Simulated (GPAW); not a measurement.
Consider AgPPd5 (P4/mmm).

```xyz
7
Lattice="3.9688 0.0000 0.0000 0.0000 3.9688 0.0000 0.0000 0.0000 7.0052" Properties=species:S:1:pos:R:3 pbc="T T T"
Ag    1.9844    1.9844    0.0000
Pd    0.0000    1.9844    2.1049
Pd    1.9844    0.0000    2.1049
Pd    0.0000    1.9844    4.9004
Pd    1.9844    0.0000    4.9004
Pd    0.0000    0.0000    0.0000
P     0.0000    0.0000    3.5026
```

Absorber: atom 1, with 4 Pd at 2.81 Å and 8 Pd at 2.89 Å (distorted cuboctahedral, site symmetry 4/mmm). Method: GPAW, LDA, excited-electron core hole (neutral cell), 14-atom cell with 5.6 Å between holes, 5×5×5 k points, dipole transitions, Gaussian full width 2.4 eV up to 4 eV, rising linearly to 3.5 eV at 25 eV.

**Question.** Predict the near-edge structure at the Ag L₃ edge.

Main maxima up to 30 eV above the zero (height): 6.0 eV (1.00), 12.4 eV (1.41) and 24.0 eV (1.49). At an L edge the dipole rule selects empty d and s states; the absorber's d shell is nominally full, so the onset shows only d character mixed into the empty bands. 

The Ag L₃ spectrum (energy from the lowest empty level; intensity scaled to a mean of 1 over the first 20 eV; polarised curves are means over the symmetry-equivalent atoms):

```tsv
E (eV)	isotropic	ε ⊥ c	ε ∥ c
-2.0	0.01	0.02	0.01
-1.0	0.08	0.08	0.08
0.0	0.20	0.20	0.20
1.0	0.27	0.27	0.27
2.0	0.30	0.29	0.32
3.0	0.40	0.37	0.44
4.0	0.63	0.63	0.65
5.0	0.90	0.93	0.84
6.0	1.00	1.04	0.90
7.0	0.93	0.96	0.87
8.0	0.93	0.93	0.93
9.0	1.11	1.10	1.11
10.0	1.30	1.31	1.27
11.0	1.37	1.38	1.36
12.0	1.41	1.39	1.45
13.0	1.40	1.36	1.47
14.0	1.31	1.27	1.37
15.0	1.19	1.17	1.24
16.0	1.14	1.14	1.15
17.0	1.15	1.16	1.11
18.0	1.19	1.22	1.12
19.0	1.26	1.28	1.22
20.0	1.33	1.32	1.37
21.0	1.40	1.35	1.50
22.0	1.45	1.41	1.55
23.0	1.48	1.47	1.51
24.0	1.49	1.51	1.44
25.0	1.49	1.53	1.40
26.0	1.48	1.53	1.37
27.0	1.44	1.50	1.31
28.0	1.35	1.42	1.21
29.0	1.24	1.30	1.13
30.0	1.14	1.16	1.10
31.0	1.09	1.06	1.13
32.0	1.07	1.01	1.17
```

Only the L₃ part is meant: spin–orbit coupling of the core level isn't computed and the L₂ copy isn't added. The script folds with a Gaussian, whereas the core hole's own line is a Lorentzian, so the onset is too steep and the first peak too high. The holes are only 5.6 Å apart, so the shape is probably not converged with cell size; no larger cell was run here. Lifetime broadening is put in by hand, and intensities beyond about 20 eV depend on it and on the partial waves. The structure is a computed Materials Project entry and may be a hypothetical form.

[Banner, clock and machine lines of the logs are left out without a mark of their own.]

[Logs are printed without paths, hosts, clocks, repeated set-up lines and the standing remarks that a program may print on its own settings, such as how far it seeks lower states.]

[Hosts, paths, dates, database ids (printed as entryN), source tags and the programs' standing remarks are cut or masked in the printed files.]

[Lists of maxima count a maximum above −3 eV only where it reaches 4 % of the highest in the window and stands out from its surroundings by 2 % of it (1.5 % where it reaches 55 %); shoulders and weaker maxima are passed over, and of the rest the first, up to two pre-edge ones and the few strongest are named.]
